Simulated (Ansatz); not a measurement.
# Ti (Im-3m, 1 atom in the cell): converging a phonon calculation, part 2 of 3

Wanted: convergence of the phonons of Ti (Im-3m, 1 atom in the cell) against cost.

Ansatz 0.2.0; DFT PBEsol, scalar-relativistic, plane waves, PAW.

So far, highest frequency on the path or at a solved wavevector (cm⁻¹): step 3 (phonons on a q mesh) 223; step 4 (q mesh 2×2×2) 223. The relaxed cell has a = 3.209 Å (conventional setting).

This is not the structure that Ti takes at ambient pressure and room temperature (hexagonal, No. 194); it is a model or a phase of other conditions.

## 8. Another k mesh, k-mesh 6×6×6, q mesh 2×2×2

The k mesh is changed to 6×6×6 on a small fixed q mesh, to find the coarsest that serves.

input.yaml

```yaml
crystal:
  lattice:
    - [-1.6043528686, 1.6043528686, 1.6043528686]
    - [1.6043528686, -1.6043528686, 1.6043528686]
    - [1.6043528686, 1.6043528686, -1.6043528686]
  atoms:
    - { symbol: Ti, position: [0.0, 0.0, 0.0] }
kpoints:
  mp_grid: { grid: [6, 6, 6] }
hamiltonian:
  xc: pbesol
scf:
  occupations: { method: methfessel_paxton, width: 0.15 }
output:
  eigenvalues: true
phonons:
  method: dfpt
  qmesh: [2, 2, 2]
  temperatures: { t_max: 1000, t_step: 50 }
  qpath:
    path:
      - [[0.0, 0.0, 0.0], [0.5, -0.5, 0.5], [0.0, 0.0, 0.5], [0.0, 0.0, 0.0], [0.25, 0.25, 0.25], [0.5, -0.5, 0.5]]
      - [[0.25, 0.25, 0.25], [0.0, 0.0, 0.5]]
    npoints: 10
```

Run with:

```sh
> ansatz run input.yaml --threads 4 --pin off --max-ram 7168MiB --backend cpu --events-out ev --progress --plain --runs-dir out
```

Numbers of over 12 decimals in the logs are rounded to 6 here.

The log of the run:

```text
[...]
Crystal: 1 atoms, lattice volume = 16.518 Å³
Basis set: ecut = 420 eV, 321 PW (Γ), exchange–correlation on 40×40×40 points (8 copies of the dense FFT grid, shifted against one another)
Bands: 10, of which v1, the nominal top of the filled ones, is band 6 counted from 1 (5 counted from 0)
Symmetry: 48 space group operations
k-points: 16 of 216
[...]
SCF iter   1: F=—  HF=-2473.774305 eV  |F-HF|=—  |Δ(HF+E_count)|=         —  Δρ=5.88e-3  dr2=2.56e-3  ethr=1.77e-3  ⟨swp⟩=4.5  Hψ=834  notcnv=0
[...]
SCF iter   7: F=-2473.773395 eV  HF=-2473.773395 eV  |F-HF|=9.09e-13  |Δ(HF+E_count)|=  6.18e-11  S|Δr|=    0.00e0  Δρ=2.09e-7  dr2=2.83e-12  ethr=1.00e-12  ⟨swp⟩=4.0  Hψ=636  notcnv=0
SCF 1 converged in 7 iterations: F = -2473.773395 eV  dr2 = 2.83e-12
[...]
SCF converged after 7 iterations
[...]
Free energy (F): -2473.773395 eV
[...]
Internal energy: -2473.775838 eV  (E = F + TS)
E sigma→0 (E₀):  -2473.774006 eV
Entropy (-TS):   0.002443 eV (2.443 meV/atom)
Fermi energy:    13.855330 eV
[...]
--- Band table (eV; the first three rows and the last of 16) ---
[...]
ASR residual: 5.894e-5 → 0.000e0 eV/Å²; symmetrization residual: 1.056e-12 eV/Å²
  ASR residual per site (eV/Å²): 5.89e-5
  Γ frequencies (cm⁻¹): 0.00 0.00 0.00
--- Phonons (arbitrary-q DFPT): 3 irreducible q on the 2×2×2 mesh ---
[...]
interpolated dispersion: 62 rows × 3 modes
[...]
```

Wall time 1.6 s (4 threads of Arm Neoverse V1, shared host); peak memory 0.34 GiB.

The run finished; it serves as a test, and its numbers are not taken as the result.

## 9. Another k mesh, k-mesh 10×10×10, q mesh 2×2×2

The k mesh is changed to 10×10×10 on a small fixed q mesh, to find the coarsest that serves.

input.yaml, as its differences from that of step 8:

```diff
@@ -8,3 +8,3 @@
 kpoints:
-  mp_grid: { grid: [6, 6, 6] }
+  mp_grid: { grid: [10, 10, 10] }
 hamiltonian:
```

The log of the run:

```text
[...]
Crystal: 1 atoms, lattice volume = 16.518 Å³
Basis set: ecut = 420 eV, 321 PW (Γ), exchange–correlation on 40×40×40 points (8 copies of the dense FFT grid, shifted against one another)
Bands: 10, of which v1, the nominal top of the filled ones, is band 6 counted from 1 (5 counted from 0)
Symmetry: 48 space group operations
k-points: 47 of 1000
[...]
SCF iter   1: F=—  HF=-2473.795735 eV  |F-HF|=—  |Δ(HF+E_count)|=         —  Δρ=5.46e-3  dr2=2.94e-3  ethr=1.77e-3  ⟨swp⟩=4.4  Hψ=2431  notcnv=0
[...]
SCF iter   6: F=-2473.794544 eV  HF=-2473.794544 eV  |F-HF|=3.64e-12  |Δ(HF+E_count)|=  1.02e-10  S|Δr|=    0.00e0  Δρ=4.23e-7  dr2=5.74e-12  ethr=1.00e-12  ⟨swp⟩=3.7  Hψ=2088  notcnv=0
SCF 1 converged in 6 iterations: F = -2473.794544 eV  dr2 = 5.74e-12
[...]
SCF converged after 6 iterations
[...]
Free energy (F): -2473.794544 eV
[...]
Internal energy: -2473.799294 eV  (E = F + TS)
E sigma→0 (E₀):  -2473.795732 eV
Entropy (-TS):   0.004750 eV (4.750 meV/atom)
Fermi energy:    13.799060 eV
[...]
--- Band table (eV; the first three rows and the last of 47) ---
[...]
ASR residual: 5.654e-5 → 0.000e0 eV/Å²; symmetrization residual: 2.122e-12 eV/Å²
  ASR residual per site (eV/Å²): 5.65e-5
  Γ frequencies (cm⁻¹): 0.00 0.00 0.00
--- Phonons (arbitrary-q DFPT): 3 irreducible q on the 2×2×2 mesh ---
[...]
interpolated dispersion: 62 rows × 3 modes
[...]
```

The job ended after 3.7 s (4 threads; peak memory 0.41 GiB; 12 s of CPU time).

The run finished; it serves as a test, and its numbers are not taken as the result.

## 10. Another k mesh, k-mesh 16×16×16, q mesh 2×2×2

The k mesh is changed to 16×16×16 on a small fixed q mesh, to find the coarsest that serves.

input.yaml, as its differences from that of step 9:

```diff
@@ -8,3 +8,3 @@
 kpoints:
-  mp_grid: { grid: [10, 10, 10] }
+  mp_grid: { grid: [16, 16, 16] }
 hamiltonian:
```

The log of the run:

```text
[...]
Crystal: 1 atoms, lattice volume = 16.518 Å³
Basis set: ecut = 420 eV, 321 PW (Γ), exchange–correlation on 40×40×40 points (8 copies of the dense FFT grid, shifted against one another)
Bands: 10, of which v1, the nominal top of the filled ones, is band 6 counted from 1 (5 counted from 0)
Symmetry: 48 space group operations
k-points: 145 of 4096
[...]
E sigma→0 (E₀):  -2473.794252 eV
Entropy (-TS):   0.003266 eV (3.266 meV/atom)
Fermi energy:    13.795443 eV
[...]
--- Band table (eV; the first three rows and the last of 145) ---
[...]
ASR residual: 3.687e-5 → 0.000e0 eV/Å²; symmetrization residual: 8.784e-13 eV/Å²
  ASR residual per site (eV/Å²): 3.69e-5
  Γ frequencies (cm⁻¹): 0.00 0.00 0.00
--- Phonons (arbitrary-q DFPT): 3 irreducible q on the 2×2×2 mesh ---
[...]
interpolated dispersion: 62 rows × 3 modes
[...]
[key lines of the parts left out:]
SCF converged after 7 iterations
Free energy (F): -2473.793435 eV
```

Run time: 11 s. Hardware: 4 threads; peak memory 0.75 GiB; 40 s of CPU time.

Frequencies (cm⁻¹) solved at each irreducible wavevector; negative means imaginary. Frequencies by wavevector, by row:

```csv
q in reciprocal lattice units,star,mode 1,mode 2,mode 3
0 0 0,1,0,0,0
0 0 -0.5,6,-159.1,155.1,164.3
-0.5 -0.5 -0.5,1,229,229,229
```

Against step 4 (now k-mesh 16×16×16), the highest frequency on the path or at a solved wavevector goes from 223 to 229 cm⁻¹ (+3 %), the lowest frequency on the path goes from -165 cm⁻¹ to -159 cm⁻¹ and the lowest mode on the q mesh (acoustic modes at Γ apart) goes from -165 cm⁻¹ to -159 cm⁻¹.

## 11. Another k mesh, q mesh 2×2×2

The k mesh is changed to 20×20×20 on a small fixed q mesh, to find the coarsest that serves.

input.yaml, as its differences from that of step 10:

```diff
@@ -8,3 +8,3 @@
 kpoints:
-  mp_grid: { grid: [16, 16, 16] }
+  mp_grid: { grid: [20, 20, 20] }
 hamiltonian:
```

The log of the run:

```text
[...]
Crystal: 1 atoms, lattice volume = 16.518 Å³
Basis set: ecut = 420 eV, 321 PW (Γ), exchange–correlation on 40×40×40 points (8 copies of the dense FFT grid, shifted against one another)
Bands: 10, of which v1, the nominal top of the filled ones, is band 6 counted from 1 (5 counted from 0)
Symmetry: 48 space group operations
k-points: 256 of 8000
[...]
E sigma→0 (E₀):  -2473.792429 eV
Entropy (-TS):   0.000218 eV (0.218 meV/atom)
Fermi energy:    13.790058 eV
[...]
--- Band table (eV; the first three rows and the last of 256) ---
[...]
ASR residual: 2.826e-5 → 0.000e0 eV/Å²; symmetrization residual: 5.960e-13 eV/Å²
  ASR residual per site (eV/Å²): 2.83e-5
  Γ frequencies (cm⁻¹): 0.00 0.00 0.00
--- Phonons (arbitrary-q DFPT): 3 irreducible q on the 2×2×2 mesh ---
[...]
interpolated dispersion: 62 rows × 3 modes
[...]
[key lines of the parts left out:]
SCF converged after 7 iterations
Free energy (F): -2473.792375 eV
```

The job ended after 21 s (4 threads; peak memory 1.2 GiB).

Frequencies (cm⁻¹) solved at each irreducible wavevector; negative means imaginary. Frequencies by wavevector, by row:

```csv
q in reciprocal lattice units,star,mode 1,mode 2,mode 3
0 0 0,1,0,0,0
0 0 -0.5,6,-164.9,151.3,156.6
-0.5 -0.5 -0.5,1,223.3,223.3,223.3
```

## 12. Another k mesh, k-mesh 30×30×30, q mesh 2×2×2

The k mesh is changed to 30×30×30 on a small fixed q mesh, to find the coarsest that serves.

input.yaml, as its differences from that of step 11:

```diff
@@ -8,3 +8,3 @@
 kpoints:
-  mp_grid: { grid: [20, 20, 20] }
+  mp_grid: { grid: [30, 30, 30] }
 hamiltonian:
```

The log of the run:

```text
[...]
Crystal: 1 atoms, lattice volume = 16.518 Å³
Basis set: ecut = 420 eV, 321 PW (Γ), exchange–correlation on 40×40×40 points (8 copies of the dense FFT grid, shifted against one another)
Bands: 10, of which v1, the nominal top of the filled ones, is band 6 counted from 1 (5 counted from 0)
Symmetry: 48 space group operations
k-points: 752 of 27000
[...]
E sigma→0 (E₀):  -2473.792882 eV
Entropy (-TS):   0.000775 eV (0.775 meV/atom)
Fermi energy:    13.790596 eV
[...]
--- Band table (eV; the first three rows and the last of 752) ---
[...]
ASR residual: 3.098e-5 → 0.000e0 eV/Å²; symmetrization residual: 2.577e-12 eV/Å²
  ASR residual per site (eV/Å²): 3.10e-5
  Γ frequencies (cm⁻¹): 0.00 0.00 0.00
--- Phonons (arbitrary-q DFPT): 3 irreducible q on the 2×2×2 mesh ---
[...]
interpolated dispersion: 62 rows × 3 modes
[...]
[key lines of the parts left out:]
SCF converged after 7 iterations
Free energy (F): -2473.792688 eV
```

Run time: 68 s. Hardware: 4 threads; peak memory 3.2 GiB; 4.1 min of CPU time.

Frequencies (cm⁻¹) solved at each irreducible wavevector; negative means imaginary. Frequencies by wavevector, by row:

| q in reciprocal lattice units | star | mode 1 | mode 2 | mode 3 |
| --- | --- | --- | --- | --- |
| 0 0 0 | 1 | 0 | 0 | 0 |
| 0 0 -0.5 | 6 | -162.7 | 152.7 | 157.4 |
| -0.5 -0.5 -0.5 | 1 | 226.4 | 226.4 | 226.4 |

Against step 4 (now k-mesh 30×30×30), the highest frequency on the path or at a solved wavevector goes from 223 to 226 cm⁻¹ and the lowest frequency on the path goes from -165 cm⁻¹ to -163 cm⁻¹.

## 13. Comparing the runs

Times are for 4 threads of Arm Neoverse V1, shared host. The series side by side:

| no. | k-mesh | lowest mode on the q mesh (acoustic modes at Γ apart) (cm⁻¹) | highest frequency on the path or at a solved wavevector (cm⁻¹) | time | memory (GiB) |
| --- | --- | --- | --- | --- | --- |
| 1 | 16×16×16 | -159.1 | 229 | 11 s | 0.75 |
| 2 | 20×20×20 | -164.9 | 223.3 | 21 s | 1.2 |
| 3 | 30×30×30 | -162.7 | 226.4 | 68 s | 3.2 |

The runs together. Phonon density of states against wavenumber; read off at these points; values in 1/cm⁻¹/cell:

```
wavenumber (cm⁻¹)  16×16×16  20×20×20  30×30×30
           -140.0   0.00639   0.00794   0.00739
           -122.5    0.0105    0.0155    0.0141
           -120.0    0.0122    0.0146    0.0145
           -117.5    0.0138    0.0138    0.0149
           -112.5    0.0145    0.0113    0.0122
           -100.0   0.00955   0.00812   0.00857
            -80.0   0.00560   0.00483   0.00516
            -60.0   0.00274   0.00266   0.00272
            -40.0   0.00158   0.00163   0.00171
            -20.0   0.00114   0.00125   0.00122
              0.0   0.00118   0.00126   0.00123
             20.0   0.00151    0.0016   0.00158
             40.0   0.00228   0.00231   0.00228
             60.0   0.00386   0.00412   0.00402
             80.0   0.00599   0.00631   0.00625
            100.0   0.00842   0.00898   0.00886
            120.0    0.0118    0.0129    0.0126
            140.0    0.0179    0.0212    0.0205
            152.5    0.0297    0.0344    0.0344
            157.5    0.0331    0.0267     0.028
            160.0    0.0310    0.0235    0.0244
            180.0    0.0145    0.0125    0.0128
            200.0   0.00892   0.00764   0.00803
            220.0   0.00425   0.00215   0.00335
```

## 14. Another cutoff, cutoff 170 eV, q mesh 2×2×2

The cutoff is set to 170 eV on a small fixed q mesh.

input.yaml, as its differences from that of step 12:

```diff
@@ -8,3 +8,3 @@
 kpoints:
-  mp_grid: { grid: [30, 30, 30] }
+  mp_grid: { grid: [20, 20, 20] }
 hamiltonian:
@@ -24 +24,3 @@
     npoints: 10
+basis:
+  ecutwfc: 170
```

The log of the run:

```text
Warning: basis.ecutwfc = 170 eV is below the records' recommended 420 eV, and the density's cutoff is lower with it unless basis.ecutrho_ratio is high enough to keep the records' density cutoff: compare with a run at a higher cutoff
[...]
Crystal: 1 atoms, lattice volume = 16.518 Å³
Basis set: ecut = 170 eV, 79 PW (Γ), exchange–correlation on 24×24×24 points (8 copies of the dense FFT grid, shifted against one another)
Bands: 10, of which v1, the nominal top of the filled ones, is band 6 counted from 1 (5 counted from 0)
Symmetry: 48 space group operations
k-points: 256 of 8000
[...]
SCF iter   1: F=—  HF=-2462.429997 eV  |F-HF|=—  |Δ(HF+E_count)|=         —  Δρ=1.78e-1  dr2=3.13e0  ethr=1.77e-3  ⟨swp⟩=3.9  Hψ=11086  notcnv=0
[...]
SCF iter   7: F=-2460.355078 eV  HF=-2460.355078 eV  |F-HF|=1.82e-12  |Δ(HF+E_count)|=  3.50e-11  S|Δr|=    0.00e0  Δρ=1.24e-7  dr2=2.75e-12  ethr=1.00e-12  ⟨swp⟩=4.8  Hψ=8824  notcnv=0
SCF 1 converged in 7 iterations: F = -2460.355078 eV  dr2 = 2.75e-12
[...]
SCF converged after 7 iterations
[...]
Free energy (F): -2460.355078 eV
[...]
Internal energy: -2460.354763 eV  (E = F + TS)
E sigma→0 (E₀):  -2460.354999 eV
Entropy (-TS):   -0.000316 eV (-0.316 meV/atom)
Fermi energy:    14.187972 eV
[...]
--- Band table (eV; the first three rows and the last of 256) ---
[...]
ASR residual: 1.626e-5 → 0.000e0 eV/Å²; symmetrization residual: 9.474e-14 eV/Å²
  ASR residual per site (eV/Å²): 1.63e-5
  Γ frequencies (cm⁻¹): 0.00 0.00 0.00
--- Phonons (arbitrary-q DFPT): 3 irreducible q on the 2×2×2 mesh ---
[...]
interpolated dispersion: 62 rows × 3 modes
[...]
```

The job ended after 11 s (4 threads; peak memory 0.9 GiB; 39 s of CPU time).

The run finished; it serves as a test, and its numbers are not taken as the result.

## 15. Another cutoff, cutoff 230 eV, q mesh 2×2×2

The cutoff is set to 230 eV on a small fixed q mesh.

input.yaml, as its differences from that of step 14:

```diff
@@ -25,2 +25,2 @@
 basis:
-  ecutwfc: 170
+  ecutwfc: 230
```

The log of the run:

```text
[...]
Crystal: 1 atoms, lattice volume = 16.518 Å³
Basis set: ecut = 230 eV, 135 PW (Γ), exchange–correlation on 30×30×30 points (8 copies of the dense FFT grid, shifted against one another)
Bands: 10, of which v1, the nominal top of the filled ones, is band 6 counted from 1 (5 counted from 0)
Symmetry: 48 space group operations
k-points: 256 of 8000
[...]
SCF iter   1: F=—  HF=-2471.907358 eV  |F-HF|=—  |Δ(HF+E_count)|=         —  Δρ=4.66e-2  dr2=1.69e-1  ethr=1.77e-3  ⟨swp⟩=3.9  Hψ=11826  notcnv=0
[...]
SCF iter   8: F=-2471.773399 eV  HF=-2471.773399 eV  |F-HF|=4.55e-13  |Δ(HF+E_count)|=  1.09e-11  S|Δr|=    0.00e0  Δρ=1.10e-8  dr2=5.02e-15  ethr=1.00e-12  ⟨swp⟩=4.2  Hψ=8392  notcnv=0
SCF 1 converged in 8 iterations: F = -2471.773399 eV  dr2 = 5.02e-15
[...]
SCF converged after 8 iterations
[...]
Free energy (F): -2471.773399 eV
[...]
Internal energy: -2471.773053 eV  (E = F + TS)
E sigma→0 (E₀):  -2471.773312 eV
Entropy (-TS):   -0.000346 eV (-0.346 meV/atom)
Fermi energy:    13.792701 eV
[...]
--- Band table (eV; the first three rows and the last of 256) ---
[...]
ASR residual: 5.189e-6 → 0.000e0 eV/Å²; symmetrization residual: 3.032e-13 eV/Å²
  ASR residual per site (eV/Å²): 5.19e-6
  Γ frequencies (cm⁻¹): 0.00 0.00 0.00
--- Phonons (arbitrary-q DFPT): 3 irreducible q on the 2×2×2 mesh ---
[...]
interpolated dispersion: 62 rows × 3 modes
[...]
```

Wall time 13 s (4 threads); peak memory 0.82 GiB.

The run finished; it serves as a test, and its numbers are not taken as the result.

(Continued in part 3 of 3.)

[Logs are printed without paths, hosts, clocks, repeated set-up lines and the standing remarks that a program may print on its own settings, such as how far it seeks lower states.]

[Hosts, paths, dates, database ids (printed as entryN), source tags and the programs' standing remarks are cut or masked in the printed files.]
